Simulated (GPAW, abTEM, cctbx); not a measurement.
# (LiCl)3(MgS)3: the scripts behind a bonding study

Short scripts, each with its output. The cell is a (LiCl)3(MgS)3 superlattice along [001] of the rock-salt type, started at the mean lattice constant and relaxed freely, with no substrate.

## 1. Relax the structure

```text
cell
1.0
     3.669884194    0.000000000    0.000000000
     0.000000000    3.669884194    0.000000000
     0.000000000    0.000000000   15.570000000
Li Cl Mg S
3 3 3 3
Direct
0.000000000 0.000000000 0.833333333
0.500000000 0.500000000 0.000000000
0.000000000 0.000000000 0.166666667
0.500000000 0.500000000 0.833333333
0.000000000 0.000000000 0.000000000
0.500000000 0.500000000 0.166666667
0.500000000 0.500000000 0.333333333
0.000000000 0.000000000 0.500000000
0.500000000 0.500000000 0.666666667
0.000000000 0.000000000 0.333333333
0.500000000 0.500000000 0.500000000
0.000000000 0.000000000 0.666666667
```

```python
from ase.constraints import FixSymmetry
from ase.filters import FrechetCellFilter
from ase.io import read, write
from ase.optimize import BFGS
from ase.parallel import parprint
from gpaw import GPAW, PW, FermiDirac

atoms = read("start.vasp")
atoms.set_constraint(FixSymmetry(atoms))
atoms.calc = GPAW(mode=PW(670), xc="PBE", kpts={"size": (6, 6, 2), "gamma": True},
                 occupations=FermiDirac(0.05), maxiter=120, symmetry={"tolerance": 1e-5}, txt="relax.txt")
BFGS(FrechetCellFilter(atoms), maxstep=0.15).run(fmax=0.03, steps=50)
parprint("cell  %.4f %.4f %.4f  %.2f %.2f %.2f" % tuple(atoms.cell.cellpar()))
parprint("volume %.3f A^3, largest force %.3f eV/A, largest stress %.2f GPa" % (atoms.get_volume(), abs(atoms.get_forces()).max(), 160.218 * abs(atoms.get_stress()).max()))
atoms.set_constraint()
write("relaxed.vasp", atoms, direct=True)
```

```console
$ OMP_NUM_THREADS=1 mpirun -n 4 gpaw python run.py > gpaw.log
```

```text
      Step        Energy          fmax
BFGS:    0      -47.670401        0.322673
BFGS:    1      -47.679239        0.277101
BFGS:    2      -47.706113        0.056084
BFGS:    3      -47.706329        0.045988
BFGS:    4      -47.707269        0.040756
BFGS:    5      -47.707682        0.024458
cell  3.6718 3.6718 15.5921  90.00 90.00 90.00
volume 210.214 A^3, largest force 0.024 eV/A, largest stress 0.22 GPa
```

Time: 3.2 min on 4 cores of Arm Neoverse V2 (shared host), peak memory 1.5 GiB.

## 2. Build the all-electron density and subtract free atoms

```text
cell
1.0
     3.671801730    0.000000000    0.000000000
     0.000000000    3.671801730    0.000000000
     0.000000000    0.000000000   15.592073920
Cl S Mg Li
3 3 3 3
Direct
0.500000000 0.500000000 0.836314670
0.000000000 0.000000000 0.000000000
0.500000000 0.500000000 0.163685330
0.000000000 0.000000000 0.331237250
0.500000000 0.500000000 0.500000000
0.000000000 0.000000000 0.668762750
0.500000000 0.500000000 0.335054680
0.000000000 0.000000000 0.500000000
0.500000000 0.500000000 0.664945320
0.000000000 0.000000000 0.831568180
0.500000000 0.500000000 0.000000000
0.000000000 0.000000000 0.168431820
```

```python
import numpy as np
from ase.io import read
from ase.units import Bohr
from gpaw import GPAW, PW, FermiDirac
from gpaw.calculator import GPAW as OldGPAW
from gpaw.mpi import serial_comm, world
from scipy.special import erfc
from scipy.spatial import cKDTree

atoms = read("cell.vasp")
atoms.calc = GPAW(mode=PW(550), xc="PBE", kpts={"size": (7, 7, 2), "gamma": True},
                 occupations=FermiDirac(0.05), maxiter=120, symmetry={"tolerance": 1e-5}, txt="scf.txt")
atoms.get_potential_energy()
rho = atoms.calc.get_all_electron_density(gridrefinement=2)
moments = atoms.get_magnetic_moments() if atoms.calc.get_number_of_spins() == 2 else np.zeros(len(atoms))
total = atoms.get_magnetic_moment() if moments.any() else 0.0
if world.rank == 0:
    free = OldGPAW(mode=PW(550), xc="PBE", txt=None, communicator=serial_comm)
    neutral = atoms.copy()
    neutral.set_initial_magnetic_moments(None)
    free.initialize(neutral)
    free.set_positions(neutral)
    drho = rho - free.get_all_electron_density(gridrefinement=2)
    # GPAW starts from confined atoms: exchange their smooth part for that of the datasets' free atoms
    h = np.stack(np.meshgrid(*[np.fft.fftfreq(n, 1 / n) for n in drho.shape], indexing="ij"), -1)
    gabs = np.linalg.norm(h @ atoms.cell.reciprocal(), axis=-1)
    tails = np.fft.fftn(free.get_pseudo_density(gridrefinement=2))
    g, form, v0 = np.linspace(0, gabs.max(), 1500), {}, 0
    for e in set(atoms.symbols):
        idx = atoms.symbols.search(e)
        d = free.setups[idx[0]].data
        r, w = d.rgd.r_g * Bohr, d.rgd.r_g**2 * d.rgd.dr_g
        j0 = np.sinc(2 * g[:, None] * r)
        smooth = sum(f * p**2 for f, p in zip(d.f_j, d.phit_jg)) + np.sqrt(4 * np.pi) * d.nct_g
        full = sum(f * p**2 for f, p in zip(d.f_j, d.phi_jg)) + np.sqrt(4 * np.pi) * d.nc_g
        phase = sum(np.exp(-2j * np.pi * h @ s) for s in atoms.get_scaled_positions()[idx])
        tails -= np.interp(gabs, g, j0 @ (smooth * w)) * phase * drho.size / atoms.get_volume()
        form[e] = j0 @ (full * w)
        v0 += 2 * np.pi / 3 * 14.3996 * (full * w * r**2).sum() * len(idx)  # V A^3
    tails *= 0.5 * erfc((gabs - 1.8) / 0.25)  # the tails differ at long wavelengths alone
    drho += np.fft.ifftn(tails).real  # crystal minus superposed spherical free atoms
    np.save("drho.npy", drho)
    dv = atoms.get_volume() / drho.size
    print("grid", drho.shape, " electrons %.3f" % (rho.sum() * dv), " moved by bonding %.3f e" % (abs(drho).sum() * dv / 2))
    pts = np.indices(drho.shape).reshape(3, -1).T / drho.shape @ atoms.cell
    shifts = (np.indices((3, 3, 3)).reshape(3, -1).T - 1) @ atoms.cell
    images = (atoms.positions[None] + shifts[:, None]).reshape(-1, 3)
    dist, idx = cKDTree(images).query(pts, k=4)
    out = drho.ravel()[dist[:, 0] > 0.5]
    print("deformation density beyond 0.5 A of the nuclei: max %.3f, min %.3f e/A^3" % (out.max(), out.min()))
    tie = dist < dist[:, :1] + 1e-4
    q = -np.bincount((idx % len(atoms))[tie], (drho.ravel()[:, None] / tie.sum(1, keepdims=True) * tie)[tie], len(atoms)) * dv
    print("atom        x       y       z   Voronoi charge  moment")
    for a, s, c, m in zip(atoms, atoms.get_scaled_positions(), q, moments):
        print("%-2s%-3d %7.4f %7.4f %7.4f %10.3f %10.2f" % (a.symbol, a.index + 1, *s, c, m))
    np.savez("free.npz", g=g, **form)
    print("mean inner potential of superposed free atoms %.3f V" % (v0 / atoms.get_volume()))
    print("total magnetic moment %.3f muB" % total)
```

```console
$ OMP_NUM_THREADS=1 mpirun -n 4 gpaw python run.py > gpaw.log
```

```text
grid (40, 40, 180)  electrons 144.000  moved by bonding 2.035 e
deformation density beyond 0.5 A of the nuclei: max 0.081, min -0.061 e/A^3
atom        x       y       z   Voronoi charge  moment
Cl1    0.5000  0.5000  0.8363     -0.151       0.00
Cl2    0.0000  0.0000  0.0000     -0.173       0.00
Cl3    0.5000  0.5000  0.1637     -0.151       0.00
S 4    0.0000  0.0000  0.3312     -0.385       0.00
S 5    0.5000  0.5000  0.5000     -0.366       0.00
S 6    0.0000  0.0000  0.6688     -0.385       0.00
Mg7    0.5000  0.5000  0.3351      0.404       0.00
Mg8    0.0000  0.0000  0.5000      0.370       0.00
Mg9    0.5000  0.5000  0.6649      0.404       0.00
Li10   0.0000  0.0000  0.8316      0.136       0.00
Li11   0.5000  0.5000  0.0000      0.160       0.00
Li12   0.0000  0.0000  0.1684      0.136       0.00
mean inner potential of superposed free atoms 12.592 V
total magnetic moment 0.000 muB
```

Time: 26 s.

## 3. Fourier-transform the difference

```python
from cctbx import adptbx, crystal, miller, xray
from cctbx.eltbx import tiny_pse
import numpy as np

cs = crystal.symmetry(unit_cell=(3.6718, 3.6718, 15.5921, 90, 90, 90), space_group_symbol='Hall: -P 4 2')  # P4/mmm
atoms = [  # label, site, U (iso, or U11 U22 U33 U12 U13 U23 in A^2), occupancy
    ("Cl1", (0.5, 0.5, 0.83631), 0.0000, 1),
    ("Cl2", (0, 0, 0), 0.0000, 1),
    ("S1", (0, 0, 0.33124), 0.0000, 1),
    ("S2", (0.5, 0.5, 0.5), 0.0000, 1),
    ("Mg1", (0.5, 0.5, 0.33505), 0.0000, 1),
    ("Mg2", (0, 0, 0.5), 0.0000, 1),
    ("Li1", (0, 0, 0.83157), 0.0000, 1),
    ("Li2", (0.5, 0.5, 0), 0.0000, 1),
]
xs = xray.structure(crystal_symmetry=cs)
for label, site, u, occ in atoms:
    u = adptbx.u_cif_as_u_star(cs.unit_cell(), u) if isinstance(u, tuple) else u
    xs.add_scatterer(xray.scatterer(label, site=site, u=u, occupancy=occ))
xs.scattering_type_registry(table="wk1995")
drho = np.load("drho.npy")
T = np.array([[1, 0, 0], [0, 1, 0], [0, 0, 1]])  # conventional axes in terms of the primitive ones
dF = np.fft.ifftn(drho) * 210.21434  # electrons a conventional cell, indexed by primitive hkl
ms = miller.build_set(cs, anomalous_flag=False, d_min=0.9).sort("resolution")
iam = ms.structure_factors_from_scatterers(xs, algorithm="direct").f_calc()
p1 = xs.expand_to_p1()
z = np.array([tiny_pse.table(sc.scattering_type).atomic_number() for sc in p1.scatterers()])
x = np.array(p1.sites_frac())
free = np.load("free.npz")
print("static structure factors of the conventional cell: F in electrons, V (Mott-Bethe) in volts")
print("   h  k  l      d  |F| table  |F| free   |F| DFT   change   |V| free  |V| DFT  change %")
for h, d, table in list(zip(ms.indices(), ms.d_spacings().data(), iam.data()))[:16]:
    df = dF[tuple(np.rint(np.linalg.solve(T, h)).astype(int))]
    phase = np.exp(2j * np.pi * x @ h)
    f = sum(np.interp(1 / d, free["g"], free[sc.scattering_type]) * p for sc, p in zip(p1.scatterers(), phase))
    fz = (z * phase).sum()
    c = 14.3996 * d * d / (np.pi * cs.unit_cell().volume())
    v0, v1 = abs(fz - f) * c, abs(fz - f - df) * c
    print("%4d%3d%3d %7.4f %9.3f %9.3f %9.3f %8.3f %9.3f %8.3f %8s" % (h + (d, abs(table), abs(f), abs(f + df), abs(f + df) - abs(f), v0, v1, "%.1f" % (100 * (v1 / v0 - 1)) if v0 > 0.02 else "-")))
```

```console
$ python run.py
```

```text
static structure factors of the conventional cell: F in electrons, V (Mott-Bethe) in volts
   h  k  l      d  |F| table  |F| free   |F| DFT   change   |V| free  |V| DFT  change %
   0  0  1 15.5921    15.183    15.208    15.182   -0.026     0.846    0.986     16.5
   0  0  2  7.7961     0.700     0.701     0.704    0.002     0.033    0.030     -9.1
   0  0  3  5.1974     7.266     7.311     7.302   -0.009     0.417    0.422      1.3
   0  0  4  3.8980     1.160     1.162     1.152   -0.010     0.054    0.058      6.1
   1  0  0  3.6718     8.813     8.837     8.516   -0.321     0.342    0.436     27.6
   1  0  1  3.5740     0.011     0.011     0.010   -0.000     0.002    0.002        -
   1  0  2  3.3218    15.322    15.351    14.903   -0.448     0.541    0.648     19.9
   0  0  5  3.1184    15.458    15.504    15.441   -0.063     0.782    0.795      1.7
   1  0  3  2.9989    42.064    42.128    43.318    1.190     2.316    2.082    -10.1
   1  0  4  2.6728    19.559    19.555    19.430   -0.125     0.809    0.829      2.4
   0  0  6  2.5987   102.160   102.230   102.807    0.576     6.095    6.010     -1.4
   1  1  0  2.5964   102.390   102.460   103.011    0.551     6.106    6.025     -1.3
   1  1  1  2.5611    11.853    11.854    11.805   -0.049     0.502    0.509      1.4
   1  1  2  2.4633     0.541     0.541     0.566    0.025     0.024    0.021    -13.5
   1  0  5  2.3769     0.078     0.079     0.093    0.013     0.013    0.011        -
   1  1  3  2.3227     6.006     5.998     5.929   -0.069     0.238    0.246      3.4
```

Time: 0.24 s on 1 core of Arm Neoverse V2 (shared host), peak memory 0.08 GiB.

## 4. Propagate a plane wave with and without the bonding term

```python
import abtem
import numpy as np
from ase.build import make_supercell
from ase.io import read

abtem.config.set({"dask.lazy": False, "fft": "fftw", "diagnostics.progress_bar": False})
M = [[0, -1, 0], [1, 0, 0], [0, 0, 1]]  # rows: x, y and beam direction in the primitive cell's axes
unit = make_supercell(read("cell.vasp"), M)
unit.set_cell(list(unit.cell.lengths()) + [90, 90, 90], scale_atoms=True)
unit.positions[:, 2] += 0.6497  # keeps atomic planes off the slice boundaries
unit.wrap()
slab = unit * (1, 1, 39)
print(slab.get_chemical_formula(), "| box %.2f x %.2f x %.2f A" % tuple(slab.cell.lengths()))

# change of the potential by bonding, from the DFT deformation density (Poisson's equation term by term)
drho = np.load("drho.npy")
prim = read("cell.vasp")
h = np.stack(np.meshgrid(*[np.fft.fftfreq(n, 1 / n) for n in drho.shape], indexing="ij"), -1).reshape(-1, 3).astype(int)
g2 = ((h @ prim.cell.reciprocal()) ** 2).sum(1)
keep = (g2 > 0) & (g2 < 2.5**2)
shape = (105, 105, 84)
vg = np.zeros(shape, complex)
hm = h[keep] @ np.array(M).T
move = np.exp(-2j * np.pi * hm[:, 2] * (0.6497 / unit.cell[2, 2] - 0.5 / shape[2]))  # the same shift, sampled at mid-points
vg[tuple(hm.T % np.array(shape)[:, None])] = -14.3996 / np.pi * (np.fft.fftn(drho).ravel() / drho.size)[keep] / g2[keep] * move
dV = np.fft.ifftn(vg).real * vg.size
dV = dV.reshape(105, 105, 12, 7).mean(3) * unit.cell[2, 2] / 12  # V A, projected in each slice
dV = np.tile(dV.transpose(2, 0, 1), (39, 1, 1))


def build(atoms):
    p = abtem.Potential(atoms, gpts=(105, 105), slice_thickness=[slab.cell[2, 2] / 468] * 468,
                        parametrization="lobato", projection="infinite", exit_planes=36).build()
    p.array[:] += BONDING * dV
    return p


def potentials():
    yield build(slab)  # atoms at rest


for label, BONDING in (("IAM", 0.0), ("DFT", 1.0)):
    print("=====", label)
    potential = build(slab)
    print("grid", potential.gpts, "slices", potential.num_slices)
    thickness = potential.exit_thicknesses
    wave = abtem.PlaneWave(energy=200000)
    dp = np.mean([wave.multislice(p).diffraction_patterns(max_angle="valid").array for p in potentials()], axis=0)
    hkl = [(0, 0, 0), (1, 0, 0), (1, 1, 0), (2, 0, 0), (2, 1, 0), (2, 2, 0), (3, 0, 0)]
    nx, ny = dp.shape[-2:]
    print("intensity of each beam, fraction of the incident wave")
    print("  t (A)" + "".join("%9s" % " ".join(map(str, h)) for h in hkl) + "  diffuse    total")
    grid = np.zeros((nx, ny), bool)
    grid[nx // 2 % 1::1, ny // 2 % 1::1] = True
    for t, a in list(zip(thickness, dp))[1:]:
        idx = [np.rint(np.array(M) @ np.linalg.solve([[1, 0, 0], [0, 1, 0], [0, 0, 1]], h)).astype(int) for h in hkl]
        print("%7.1f" % t + "".join("%9.5f" % a[nx // 2 + i[0] * 1, ny // 2 + i[1] * 1] for i in idx) + "%9.4f%9.4f" % (a[~grid].sum(), a.sum()))
```

```console
$ python run.py
```

```text
Cl117Li117Mg117S117 | box 3.67 x 3.67 x 608.09 A
===== IAM
grid (105, 105) slices 468
intensity of each beam, fraction of the incident wave
  t (A)    0 0 0    1 0 0    1 1 0    2 0 0    2 1 0    2 2 0    3 0 0  diffuse    total
   46.8  0.67078  0.00028  0.03862  0.02020  0.00024  0.00756  0.00015   0.0000   0.9995
   93.6  0.31505  0.00288  0.08564  0.04410  0.00113  0.00986  0.00040   0.0000   0.9979
  140.3  0.55778  0.00907  0.04917  0.01972  0.00132  0.00695  0.00056   0.0000   0.9967
  187.1  0.87346  0.01116  0.00346  0.00066  0.00185  0.00074  0.00064   0.0000   0.9964
  233.9  0.69529  0.00843  0.02430  0.00889  0.00395  0.00406  0.00150   0.0000   0.9961
  280.7  0.43598  0.01552  0.05330  0.02667  0.00464  0.00527  0.00175   0.0000   0.9955
  327.4  0.52470  0.02607  0.03288  0.01752  0.00390  0.00494  0.00146   0.0000   0.9949
  374.2  0.66528  0.02237  0.01278  0.00655  0.00514  0.00228  0.00176   0.0000   0.9943
  421.0  0.61744  0.01638  0.01955  0.01142  0.00574  0.00405  0.00211   0.0000   0.9940
  467.8  0.60129  0.02024  0.02242  0.01281  0.00503  0.00198  0.00194   0.0000   0.9932
  514.5  0.62193  0.02337  0.01930  0.00896  0.00463  0.00122  0.00161   0.0000   0.9928
  561.3  0.51163  0.01907  0.03624  0.01415  0.00397  0.00622  0.00125   0.0000   0.9924
  608.1  0.48390  0.01200  0.04452  0.01860  0.00286  0.00598  0.00104   0.0000   0.9918
===== DFT
grid (105, 105) slices 468
intensity of each beam, fraction of the incident wave
  t (A)    0 0 0    1 0 0    1 1 0    2 0 0    2 1 0    2 2 0    3 0 0  diffuse    total
   46.8  0.67315  0.00030  0.03801  0.02017  0.00028  0.00751  0.00017   0.0000   0.9995
   93.6  0.31605  0.00306  0.08612  0.04301  0.00140  0.00970  0.00048   0.0000   0.9979
  140.3  0.54683  0.01067  0.05129  0.01876  0.00141  0.00682  0.00061   0.0000   0.9967
  187.1  0.85772  0.01347  0.00463  0.00069  0.00194  0.00082  0.00068   0.0000   0.9965
  233.9  0.69721  0.00898  0.02364  0.00743  0.00478  0.00362  0.00175   0.0000   0.9961
  280.7  0.45212  0.01664  0.05077  0.02393  0.00535  0.00471  0.00198   0.0000   0.9956
  327.4  0.52188  0.02950  0.03196  0.01677  0.00385  0.00474  0.00148   0.0000   0.9951
  374.2  0.63578  0.02448  0.01511  0.00781  0.00542  0.00271  0.00185   0.0000   0.9945
  421.0  0.60183  0.01633  0.02119  0.01240  0.00623  0.00424  0.00224   0.0000   0.9942
  467.8  0.62611  0.01990  0.02025  0.01109  0.00501  0.00161  0.00192   0.0000   0.9935
  514.5  0.65063  0.02270  0.01731  0.00755  0.00428  0.00092  0.00150   0.0000   0.9932
  561.3  0.49875  0.01801  0.04128  0.01478  0.00354  0.00663  0.00109   0.0000   0.9928
  608.1  0.45022  0.01054  0.05344  0.02042  0.00232  0.00665  0.00083   0.0000   0.9921
```

Time: 5.1 s.

[Outputs are excerpts: Python notices, other lines and further rows are left out; steps that failed or that the build refused (PBEsol, TPSS) are not shown.]

[Logs are printed without paths, hosts, clocks, repeated set-up lines and the standing remarks that a program may print on its own settings, such as how far it seeks lower states.]
